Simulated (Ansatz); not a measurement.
# SnWO4 (Pnna): a band-gap study from r2SCAN to G0W0 at the band limit, part 3 of 3

Wanted: the gap of SnWO4 (Pnna) by functionals, hybrids and G0W0, carried to the basis limit, with what remains uncertain.

Ansatz 0.2.0; density functionals, hybrids, G0W0, plane waves, PAW. Known limits of the many-body steps: not at the basis limit; no spin-orbit coupling; coarse k mesh.

So far. Step 11 (G0W0@r2SCAN, 2×2×2 mesh, 454 empty bands, screening to …): Against the run with 2×2×4 mesh, 454 empty bands, screening to 72 eV, the gap moves by +0.05 eV, while the start moved by +0.04 eV. A band edge is found at another k point on this mesh. Step 12 (G0W0@HSE06, 2×2×4 mesh, 454 empty bands, screening to …): Against the run with 2×2×4 mesh, 454 empty bands, screening to 72 eV on r2SCAN, the gap moves by +0.19 eV, while the start moved by +0.58 eV.

In doubt: masses and optical values from hybrid runs of this build are listed as unsure (step 12), which bears on the screening that GW takes from such a start.

### 13. G0W0@r2SCAN, 2×2×4 mesh, 454 empty bands, screening to 72 eV, plasmon pole

A plasmon pole stands in for the full frequency dependence of the screening; this run shows what that costs in accuracy.

This step: G0W0 on r2SCAN, plane waves, PAW.

The input, input.yaml:

```yaml
crystal:
  lattice:
    - [5.627, 0.0, 0.0]
    - [0.0, 11.6486, 0.0]
    - [0.0, 0.0, 4.9973]
  atoms:
    - { symbol: Sn, position: [0.25, 0.0, 0.2196] }
    - { symbol: Sn, position: [0.25, 0.5, 0.2804] }
    - { symbol: Sn, position: [0.75, 0.0, 0.7804] }
    - { symbol: Sn, position: [0.75, 0.5, 0.7196] }
    - { symbol: W, position: [0.6677, 0.25, 0.25] }
    - { symbol: W, position: [0.8323, 0.75, 0.25] }
    - { symbol: W, position: [0.3323, 0.75, 0.75] }
    - { symbol: W, position: [0.1677, 0.25, 0.75] }
    - { symbol: O, position: [0.3765, 0.2987, 0.9988] }
    - { symbol: O, position: [0.1235, 0.7013, 0.9988] }
    - { symbol: O, position: [0.3765, 0.2013, 0.5012] }
    - { symbol: O, position: [0.1235, 0.7987, 0.5012] }
    - { symbol: O, position: [0.6235, 0.7013, 0.0012] }
    - { symbol: O, position: [0.8765, 0.2987, 0.0012] }
    - { symbol: O, position: [0.6235, 0.7987, 0.4988] }
    - { symbol: O, position: [0.8765, 0.2013, 0.4988] }
    - { symbol: O, position: [0.1019, 0.3961, 0.6037] }
    - { symbol: O, position: [0.3981, 0.6039, 0.6037] }
    - { symbol: O, position: [0.1019, 0.1039, 0.8963] }
    - { symbol: O, position: [0.3981, 0.8961, 0.8963] }
    - { symbol: O, position: [0.8981, 0.6039, 0.3963] }
    - { symbol: O, position: [0.6019, 0.3961, 0.3963] }
    - { symbol: O, position: [0.8981, 0.8961, 0.1037] }
    - { symbol: O, position: [0.6019, 0.1039, 0.1037] }
kpoints:
  mp_grid: { grid: [2, 2, 4] }
hamiltonian:
  xc: r2scan
scf:
  occupations: { method: fixed }
gw:
  n_empty_bands: 454
  ecut_chi: 72
  qp_bands: [v4, c4]
  qp_kpoints: band_edges
  screening: { model: godby_needs }
```

Command:

```console
> ansatz run input.yaml --threads 24 --pin off --max-ram 82944MiB --backend cuda --events-out ev --progress --plain --runs-dir out --devices 1 --max-vram 78GiB
```

Numbers of over 12 decimals in the logs are rounded to 6 here.

The log of the run:

```text
GPUs: using 1 of 1 available (devices: 1).
[...]
Crystal: 24 atoms, lattice volume = 327.556 Å³
Basis set: ecut = 500 eV, 8317 PW (Γ), exchange–correlation on 180×360×160 points (64 copies of the dense FFT grid, shifted against one another)
Bands: 128, of which v1, the nominal top of the filled ones, is band 104 counted from 1 (103 counted from 0)
Symmetry: 8 space group operations
[...]
k-points: 12 of 16
[...]
4   106     10.6153   -15.6681    -3.9835   -20.7739  0.8138    11.7435    11.7376  root
     4   107     11.3047   -15.8024    -3.8197   -20.7617  0.8125    12.4498    12.4443  root
[...]
11   105     10.9976   -15.8297    -3.8425   -20.7897  0.8141    12.1204    12.1151  root
    11   106     10.9976   -15.8297    -3.8425   -20.7897  0.8141    12.1204    12.1151  root
    11   107     11.2893   -16.3215    -3.7478   -21.2782  0.8089    12.5043    12.4982  root
    11   108     11.2893   -16.3215    -3.7478   -21.2782  0.8089    12.5043    12.4982  root
[key lines of the parts left out:]
SCF converged after 9 iterations
```

Run time: 21 s. Hardware: 1 × NVIDIA GB200 (shared by 2 runs) with 24 threads of Arm Neoverse V2, shared host; peak memory 4.2 GiB.

Numbers from this step:

```yaml
bands_summed: 558
plasmon_pole_fit_frequency: 29.59 eV
rpa_eps_infinity_on_this_mesh_eigenvalues: 5.610, 5.828, 6.845
plane_waves_in_the_screening_matrix: 461
g0w0_gap_on_the_mesh: 2.655 eV
k_of_the_valence_top: 0, 0, 0.25
k_of_the_conduction_bottom: 0, 0, 0
starting_gap_on_the_mesh: 1.507 eV
least_direct_g0w0_gap_on_the_computed_points: 2.722 eV
```

Against the run with 2×2×4 mesh, 454 empty bands, screening to 72 eV, the gap moves by +0.07 eV.

### 14. G0W0@r2SCAN, 2×2×4 mesh, 454 empty bands, screening to 72 eV, hard PAW files

Other atomic data (hard PAW) test the pseudisation: the cutoff goes from 500 to 1050 eV and the valence electrons from 208 to 296, which opens shells that were frozen.

input.yaml: that of step 13 with these lines changed.

```diff
@@ -34,2 +34,3 @@
   xc: r2scan
+  pseudopotentials: { kind: paw, source: ansatz }
 scf:
@@ -41,2 +42,2 @@
   qp_kpoints: band_edges
-  screening: { model: godby_needs }
+  screening: { model: contour_deformation }
```

The log of the run:

```text
GPUs: using 1 of 1 available (devices: 1).
[...]
Crystal: 24 atoms, lattice volume = 327.556 Å³
Basis set: ecut = 1050 eV, 25299 PW (Γ), exchange–correlation on 288×576×240 points (64 copies of the dense FFT grid, shifted against one another)
Bands: 178, of which v1, the nominal top of the filled ones, is band 148 counted from 1 (147 counted from 0)
Symmetry: 8 space group operations
[...]
k-points: 12 of 16
[...]
4   150     12.2988   -15.6398    -4.0297   -20.7458  0.7700    13.4014    13.3751  root
     4   151     12.9896   -15.7625    -3.8932   -20.7236  0.7645    14.0852    14.0575  root
[...]
11   149     12.6813   -15.7971    -3.8966   -20.7587  0.7695    13.7711    13.7462  root
    11   150     12.6813   -15.7971    -3.8966   -20.7587  0.7695    13.7711    13.7462  root
    11   151     12.9724   -16.2877    -3.8361   -21.2457  0.7606    14.1277    14.0943  root
    11   152     12.9724   -16.2877    -3.8361   -21.2457  0.7606    14.1277    14.0943  root
[key lines of the parts left out:]
SCF converged after 11 iterations
```

Elapsed: 56 s, on 1 × NVIDIA GB200 (shared by 2 runs) with 24 threads; peak memory 11 GiB; 2.7 min of CPU time.

This step gave:

```yaml
bands_summed: 602
rpa_eps_infinity_on_this_mesh_eigenvalues: 5.608, 5.822, 6.832
plane_waves_in_the_screening_matrix: 461
g0w0_gap_on_the_mesh: 2.620 eV
k_of_the_valence_top: 0, 0, 0.25
k_of_the_conduction_bottom: 0, 0, 0
starting_gap_on_the_mesh: 1.516 eV
least_direct_g0w0_gap_on_the_computed_points: 2.682 eV
```

Against the run with 2×2×4 mesh, 454 empty bands, screening to 72 eV, the gap moves by +0.03 eV.

### 15. G0W0@LDA, 2×2×4 mesh, 454 empty bands, screening to 72 eV

This step: G0W0 on LDA, plane waves, PAW.

input.yaml: that of step 14 with these lines changed.

```diff
@@ -33,4 +33,3 @@
 hamiltonian:
-  xc: r2scan
-  pseudopotentials: { kind: paw, source: ansatz }
+  xc: lda
 scf:
```

The log of the run:

```text
GPUs: using 1 of 1 available (devices: 1).
[...]
Crystal: 24 atoms, lattice volume = 327.556 Å³
Basis set: ecut = 420 eV, 6429 PW (Γ)
Bands: 128, of which v1, the nominal top of the filled ones, is band 104 counted from 1 (103 counted from 0)
Symmetry: 8 space group operations
[...]
k-points: 12 of 16
[...]
4   106     10.2209   -15.5728    -4.0903   -20.9212  0.7613    11.5228    11.4790  root
     4   107     10.9231   -15.5920    -3.9585   -20.7680  0.7561    12.1841    12.1406  root
[...]
11   105     10.6035   -15.6743    -3.9527   -20.8635  0.7614    11.8800    11.8401  root
    11   106     10.6035   -15.6743    -3.9527   -20.8635  0.7614    11.8800    11.8401  root
    11   107     10.9240   -16.2565    -3.8858   -21.3956  0.7505    12.2252    12.1772  root
    11   108     10.9240   -16.2565    -3.8858   -21.3956  0.7505    12.2252    12.1772  root
[key lines of the parts left out:]
SCF converged after 8 iterations
```

It took 14 s on 1 × NVIDIA GB200 (shared by 2 runs) with 24 threads; peak memory 2.6 GiB.

This step gave:

* bands summed: 558
* RPA ε∞ on this mesh (eigenvalues): 6.447, 6.623, 7.909
* plane waves in the screening matrix: 461
* G0W0 gap on the mesh: 2.479 eV
* k of the valence top: 0, 0, 0.25
* k of the conduction bottom: 0, 0, 0
* starting gap on the mesh: 1.353 eV
* least direct G0W0 gap on the computed points: 2.539 eV

Against the run with 2×2×4 mesh, 454 empty bands, screening to 72 eV on HSE06, the gap moves by −0.30 eV, while the start moved by −0.73 eV.

### 16. The ladder

Times are wall times on 1 × NVIDIA GB200 (shared by 2 runs) with 24 threads of Arm Neoverse V2, shared host, good to a factor of about two. G0W0 rows are gaps on the mesh, lowered by the amount that the mesh misses the start's edges, a rough step that assumes the same correction there.

```csv
level,gap (eV),least direct gap (eV),time
r2SCAN,1.50,1.56,6.3 s
LDA,1.35,1.42,1.9 s
r2SCAN+SOC,1.47,1.49,8.3 s
HSE06,2.08,2.13,40 s
PBE0,2.79,2.85,35 s
G0W0@r2SCAN (160 empty bands),2.56,-,17 s
G0W0@r2SCAN (454 empty bands),2.59,-,22 s
G0W0@r2SCAN (977 empty bands),2.59,-,62 s
"G0W0@r2SCAN (454 empty bands, 2×2×2)",2.59,-,8.6 s
G0W0@HSE06 (454 empty bands),2.77,-,63 s
"G0W0@r2SCAN (454 empty bands, plasmon pole)",2.65,-,21 s
"G0W0@r2SCAN (454 empty bands, hard PAW)",2.62,-,56 s
G0W0@LDA (454 empty bands),2.48,-,14 s
```

### 17. Adding up the best estimate

```csv
term,eV,running total (eV)
"G0W0 on the mesh, top rung",2.586,2.586
to the limit (rungs level),+0.000,2.586
"spin-orbit change, from r2SCAN",−0.035,2.551
```

Changes that are not added in, each against a run with equal bands and cutoff:

```csv
change,eV
start HSE06,+0.19
plasmon pole in place of full frequency,+0.07
hard PAW files,+0.03
start LDA,−0.11
```

### 18. Summary of results

```json
{"r2SCAN gap": "1.50 eV, indirect", "HSE06": "2.08 eV", "PBE0": "2.79 eV", "G0W0, top rung on the mesh": "2.59 eV", "best estimate, G0W0@r2SCAN with spin-orbit change": "2.55 eV", "GW settings of the top rung": "2×2×4 mesh, 977 empty bands, screening to 120 eV", "known limits": "one-shot GW, static lattice; coarse k mesh"}
```

What this shows: The best estimate for G0W0@r2SCAN is 2.55 eV, indirect (only 23 meV under the direct gap) by r2SCAN+SOC, against 1.47 eV at the start (both with spin-orbit coupling). The rungs lie within 0.02 eV of each other (2.564, 2.588 and 2.586 eV), no line can be drawn, and the top one is taken as the limit, which leaves about that much open. Of the changes left open the largest, +0.19 eV, comes from starting at HSE06. Among the functionals PBE0 comes nearest: +0.21 eV from the estimate without its spin-orbit term (2.59 eV). The RPA ε∞ on the GW mesh averages 6.1 against 6.5 from perturbation theory, which takes a denser mesh of its own and holds the xc response as well. The coupling also moves a band edge to another k point, so its change of the gap does not carry over to G0W0 exactly. All runs took 6.4 min, 68 % of it in G0W0. The 2×2×4 mesh is coarse for this cell (its supercell is 11 Å along the shortest edge). The RPA ε∞ on it, from the r2SCAN start, is 5.57, 5.78 and 6.80; such meshes misread the long-range screening, most where the gap is narrow.

[Paths, hosts, dates, memory and timing lines, banners, echoed tables and standing remarks are left out of the program output.]

[Logs are printed without paths, hosts, clocks, repeated set-up lines and the standing remarks that a program may print on its own settings, such as how far it seeks lower states.]

[Runs of the session that timed out or met a known fault of the program may be left out.]

[Cells called generated may have been cut or substituted from an entry of the Crystallography Open Database or the Materials Project.]

[Hosts, paths, dates, database ids (printed as entryN), source tags and the programs' standing remarks are cut or masked in the printed files.]
